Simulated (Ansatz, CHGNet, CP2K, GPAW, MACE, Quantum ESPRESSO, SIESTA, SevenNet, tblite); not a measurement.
# Which run comes nearest? Twisted Ti2CO2 MXene bilayer, 38.21° (70 atoms)

The cell holds 70 atoms: 14 C, 28 Ti and 28 O. Its edges and angles: a = 8.017 Å, b = 8.017 Å, c = 23.800 Å, α = 90.0°, β = 90.0°, γ = 120.0°. It derives from Ti2CO2 (Ti2CO2 MXene). Ti2CO2 MXene (a = 3.03 Å) under Ti2CO2 MXene (a = 3.03 Å), bilayer, commensurate cell of 7 unit cells a layer, twist 38.21 deg; facing planes 2.92 Å apart; 12 Å of vacuum; layers as built, displaced by a Gaussian of 0.01 Å. Then every atom was moved at random, 0.03 Å r.m.s. a Cartesian component. Regions: layer 1, 35 atoms (7 C, 14 Ti and 14 O); layer 2, 35 atoms (7 C, 14 Ti and 14 O). Vacuum lies along c.

Geometry: as built.

The reference, a calculation:

- method: Kohn-Sham DFT, PBE, PAW, plane waves (Ansatz 0.2.0); cutoff 420 eV, Γ point, fermi-dirac smearing of 0.05 eV; PAW set soft_2
- r.m.s. force component: 0.4749 eV/Å
- longest force: 1.655 eV/Å
- gap (highest filled to lowest empty level): 0.398 eV
- SCF cycles: 11
- time: 22 s on 4 threads of Arm Neoverse V1, shared host
- CPU time: 85 s

Runs, in no order:
A. GPAW PBE, LCAO dzp, h 0.18 Å: Kohn-Sham DFT, PBE, PAW, atomic orbitals (dzp)
B. QE PBE, sssp-1.3.0-efficiency, 30/240 Ry: Kohn-Sham DFT, PBE, SSSP efficiency 1.3.0 pseudopotentials, plane waves
C. SIESTA PBE, DZP, shift 0.01 Ry, mesh 500 Ry: Kohn-Sham DFT, PBE, PseudoDojo 0.4.1 norm-conserving pseudopotentials (converted to PSML), numerical atomic orbitals (DZP), diagonalisation
D. QE PBE, sssp-1.3.0-efficiency, 60/480 Ry: Kohn-Sham DFT, PBE, SSSP efficiency 1.3.0 pseudopotentials, plane waves
E. MACE MP-0b2 small potential: machine-learned interatomic potential MACE MP-0b2 small, trained on PBE(+U) plane-wave data

**Question.** Rank the runs by how far their forces lie from the reference's, least first.

D, B, C, A, E.

```csv
run,"Δ force, r.m.s. (meV/Å)",share of r.m.s. force (%),CPU time
"D. QE PBE, sssp-1.3.0-efficiency, 60/480 Ry",4.36,0.917,36 min
"B. QE PBE, sssp-1.3.0-efficiency, 30/240 Ry",18.1,3.82,15 min
"C. SIESTA PBE, DZP, shift 0.01 Ry, mesh 500 Ry",75.2,15.8,9.6 min
"A. GPAW PBE, LCAO dzp, h 0.18 Å",194,40.8,12 min
E. MACE MP-0b2 small potential,296,62.3,7.3 s
```

Machine-learned potentials mimic data converged in k, so the reference's own k-point error enters their differences. The runs have no spin polarisation, so moments on Ti can't form, and no Hubbard term. The electronic-structure runs sample only Γ, in a cell whose shortest periodic width is 7 Å.

[Logs are printed without paths, hosts, clocks, repeated set-up lines and the standing remarks that a program may print on its own settings, such as how far it seeks lower states.]

[Hosts, paths, dates, database ids (printed as entryN), source tags and the programs' standing remarks are cut or masked in the printed files.]
